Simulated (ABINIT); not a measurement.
# CsPbI2Br (P4/mmm): a self-consistent loop beyond G0W0, cycle by cycle, part 3 of 3

How far does self-consistency move the gap of CsPbI2Br (P4/mmm)?

ABINIT 10.8.3; PBE and many-body steps on it, plane waves. Known limits of the many-body steps: not at the basis limit; no spin-orbit coupling; coarse k mesh.

So far. Step 10 (evGW, cycle 1): Against G0W0 in ABINIT (2×2×2 mesh, 273 bands, screening to 106.1 eV, Godby-Needs plasmon pole), the gap moves by +0.428 eV. Step 13 (evGW, cycle 2): Against the cycle before, the gap moves by +0.025 eV.

### 15. Screening, 2×2×2 mesh, 273 bands, screening to 106.1 eV

This step: RPA screening on PBE from quasiparticle energies, plane waves, norm-conserving pseudopotentials.

Contents of run.abi:

```
acell 3*1.0 Angstrom
rprim 
  6.375296000000 0.000000000000 0.000000000000
  0.000000000000 6.375296000000 0.000000000000
  0.000000000000 0.000000000000 5.962220000000
ntypat 4
znucl 55 82 53 35
natom 5
typat 1 2 3 3 4
xred 
  0.500000000000 0.500000000000 0.500000000000
  0.000000000000 0.000000000000 0.000000000000
  0.000000000000 0.500000000000 0.000000000000
  0.500000000000 0.000000000000 0.000000000000
  0.000000000000 0.000000000000 0.500000000000
pp_dirpath "pseudos"
pseudos "Cs.upf, Pb.upf, I.upf, Br.upf"
ecut 34
ngkpt 2 2 2
nshiftk 1
shiftk 0 0 0
kptopt 1
chksymbreak 0
istwfk *1
occopt 1
irdwfk 1
optdriver 3
nband 273
ecuteps 3.9
inclvkb 2
awtr 1
symchi 1
irdqps 1
gwcalctyp 10
nqptdm 5
qptdm 
  0.5000000000 0.0000000000 0.0000000000
  0.5000000000 0.5000000000 0.0000000000
  0.0000000000 0.0000000000 0.5000000000
  0.5000000000 0.0000000000 0.5000000000
  0.5000000000 0.5000000000 0.5000000000
indata_prefix "in"
outdata_prefix "out"
tmpdata_prefix "tmp"
```

Contents of mrgscr.stdin:

```
2
merged
q0_SCR
out_SCR
1
```

Launch:

```console
OMP_NUM_THREADS=1 mpirun -n 8 abinit run.abi > log; mrgscr < mrgscr.stdin
```

Numbers of over 12 decimals in the logs are rounded to 6 here.

Log:

```text
.Version 10.8.3 of ABINIT. v10.8.2 released Aug 2026.

 Symmetries : space group P4/m m m (#123); Bravais tP (primitive tetrag.)
[... echo of the input left out ...]
== DATASET  1 ==================================================================
-   mpi_nproc: 8, omp_nthreads: 1 (-1 if OMP is not activated)

--- !DatasetInfo
iteration_state: {dtset: 1, }
dimensions: {natom: 5, nkpt: 6, mband: 273, nsppol: 1, nspinor: 1, nspden: 1, mpw: 15544, }
cutoff_energies: {ecut:  34.0, pawecutdg:  -1.0, }
[...]
q-point number  1        q = ( 0.500000, 0.000000, 0.000000) [r.l.u.]
--------------------------------------------------------------------------------
[... chi0 elements left out ...]
  Average fulfillment of the sum rule on Im[epsilon] for q-point    2 :     68.10  [%]

--------------------------------------------------------------------------------
  q-point number  2        q = ( 0.500000, 0.500000, 0.000000) [r.l.u.]
--------------------------------------------------------------------------------
[... chi0 elements left out ...]
  Average fulfillment of the sum rule on Im[epsilon] for q-point    3 :     66.51  [%]

 [... 3 further q-points ...]
```

The job ended after 51 s (8 MPI ranks of AMD EPYC 9R45, shared host; peak memory 6.2 GiB; 6.8 min of CPU time).

Numbers from this step:

```yaml
plasma_frequency: 23.61 eV
plane_waves_in_the_screening_matrix: 603
```

This screening reads the quasiparticle levels of the cycle before.

### 16. evGW, cycle 3

This step: evGW on PBE, plane waves, norm-conserving pseudopotentials.

Edit run.abi of step 15 so:

```diff
@@ -26,12 +26,10 @@
 irdwfk 1
-optdriver 3
+optdriver 4
 nband 273
-ecuteps 3.9
-inclvkb 2
-awtr 1
-symchi 1
-irdqps 1
 gwcalctyp 10
-nqptdm 5
-qptdm 
+ecutsigx 34
+symsigma 1
+nkptgw 6
+kptgw 
+  0.0000000000 0.0000000000 0.0000000000
   0.5000000000 0.0000000000 0.0000000000
@@ -41,2 +39,13 @@
   0.5000000000 0.5000000000 0.5000000000
+bdgw 
+  37 55
+  37 55
+  37 55
+  37 55
+  37 55
+  37 55
+ecuteps 3.9
+irdscr 1
+ppmodel 1
+irdqps 1
 indata_prefix "in"
```

Launch:

```console
OMP_NUM_THREADS=1 mpirun -n 8 abinit run.abi > log
```

Log:

```text
.Version 10.8.3 of ABINIT. v10.8.2 released Aug 2026.

 Symmetries : space group P4/m m m (#123); Bravais tP (primitive tetrag.)
[... echo of the input left out ...]
== DATASET  1 ==================================================================
-   mpi_nproc: 8, omp_nthreads: 1 (-1 if OMP is not activated)

--- !DatasetInfo
iteration_state: {dtset: 1, }
dimensions: {natom: 5, nkpt: 6, mband: 273, nsppol: 1, nspinor: 1, nspden: 1, mpw: 15544, }
cutoff_energies: {ecut:  34.0, pawecutdg:  -1.0, }
[...]
.  kptgw no:  4; Maximum DeltaE = (  -0.002   0.000) for band index:  5
.  kptgw no:  5; Maximum DeltaE = (  -0.001   0.000) for band index:  4
.  kptgw no:  6; Maximum DeltaE = (  -0.002   0.000) for band index:  4

== END DATASET(S) ==============================================================
================================================================================

 -outvars: echo values of variables after computation  --------
           etotal      0.0000000000E+00
            nband         273
             nkpt           6
          spgroup         123
 [... the other variables as echoed above ...]

 Calculation completed.
```

It took 5.5 min on 8 MPI ranks; peak memory 7.7 GiB; 44 min of CPU time.

This step gave:

| Quantity | Value |
| --- | --- |
| quasiparticle gap on the mesh | 3.006 eV |
| gap of the density functional on the mesh | 1.485 eV |
| k of the valence top | 0.5, 0.5, 0.5 |
| k of the conduction bottom | 0.5, 0.5, 0.5 |
| least direct quasiparticle gap on the computed points | 3.006 eV |

Against the cycle before, the gap moves by +0.002 eV.

### 17. Side by side

Times are wall times on 8 MPI ranks of AMD EPYC 9R45, shared host, good to a factor of about two. A run's time includes the screening step that it read.

```tsv
run	mesh	bands	screening cutoff (eV)	DFT gap (eV)	gap on the mesh (eV)	direct (eV)	ε∞ used	time
G0W0	2×2×2	273	106.1	1.485	2.551	2.551	9.84	3.1 min
evGW0, cycle 1	2×2×2	273	106.1	1.485	2.809	2.809	9.84	8.5 min
evGW0, cycle 2	2×2×2	273	106.1	1.485	2.701	2.701	9.84	8.5 min
evGW0, cycle 3	2×2×2	273	106.1	1.485	2.709	2.709	9.84	8.2 min
evGW, cycle 1	2×2×2	273	106.1	1.485	2.979	2.979	7.15	8.1 min
evGW, cycle 2	2×2×2	273	106.1	1.485	3.004	3.004	6.77	8.5 min
evGW, cycle 3	2×2×2	273	106.1	1.485	3.006	3.006	6.74	8.1 min
```

### 18. Outcome

| Property | Result |
| --- | --- |
| G0W0 | 2.551 eV |
| evGW0, cycle 1 | 2.809 eV |
| evGW0, cycle 2 | 2.701 eV |
| evGW0, cycle 3 | 2.709 eV |
| evGW, cycle 1 | 2.979 eV |
| evGW, cycle 2 | 3.004 eV |
| evGW, cycle 3 | 3.006 eV |
| known limits | not at the basis limit; no spin-orbit coupling; coarse k mesh |

**Reading.** Only the bands that the input lists are updated; the others, empty or deep, keep the functional's energies or take a rigid shift. The evGW loop starts from the last levels of evGW0, so its cycles and time come on top of those. evGW0 ends at 2.71 eV, +0.16 eV from G0W0, after 3 cycles that took 17 min beside the first screening; the last moved the gap by 0.008 eV. evGW ends at 3.01 eV, +0.46 eV from G0W0, after 3 cycles that took 25 min beside the first screening; the last moved the gap by 0.002 eV. The first cycle of evGW0 takes the full correction, without the factor Z, so it overshoots the one-shot value. Bands and cutoff are finite, so the gap is not at the basis limit. The miss can reach some tenths of an eV and take either sign; the mesh is an error of its own. The 2×2×2 mesh is coarse for this cell, which bears on the long-range parts of exchange and screening. Where an edge is built on 6p states of lead, bismuth or thallium, scalar-relativistic gaps usually stand too wide, by a few tenths to over one eV. In the updated screening the q = 0 part is built from Kohn-Sham bands under a rigid shift, the other q from the quasiparticle levels. The many-body steps are scalar-relativistic: spin-orbit coupling is not in them.

[Paths, hosts, dates, memory and timing lines, banners, echoed tables and standing remarks are left out of the program output.]

[Logs are printed without paths, hosts, clocks, repeated set-up lines and the standing remarks that a program may print on its own settings, such as how far it seeks lower states.]

[Runs of the session that timed out or met a known fault of the program may be left out.]

[Hosts, paths, dates, database ids (printed as entryN), source tags and the programs' standing remarks are cut or masked in the printed files.]

[G0W0 gaps are taken among the corrected bands and points alone; a level outside them can change the order at an edge.]

[Where Ansatz stands beside ABINIT at settings called matched, ABINIT's density can come from a denser mesh and the files from another edition; pairs whose starting gaps differed by over 0.03 eV were left out, so agreement reads better than it is.]
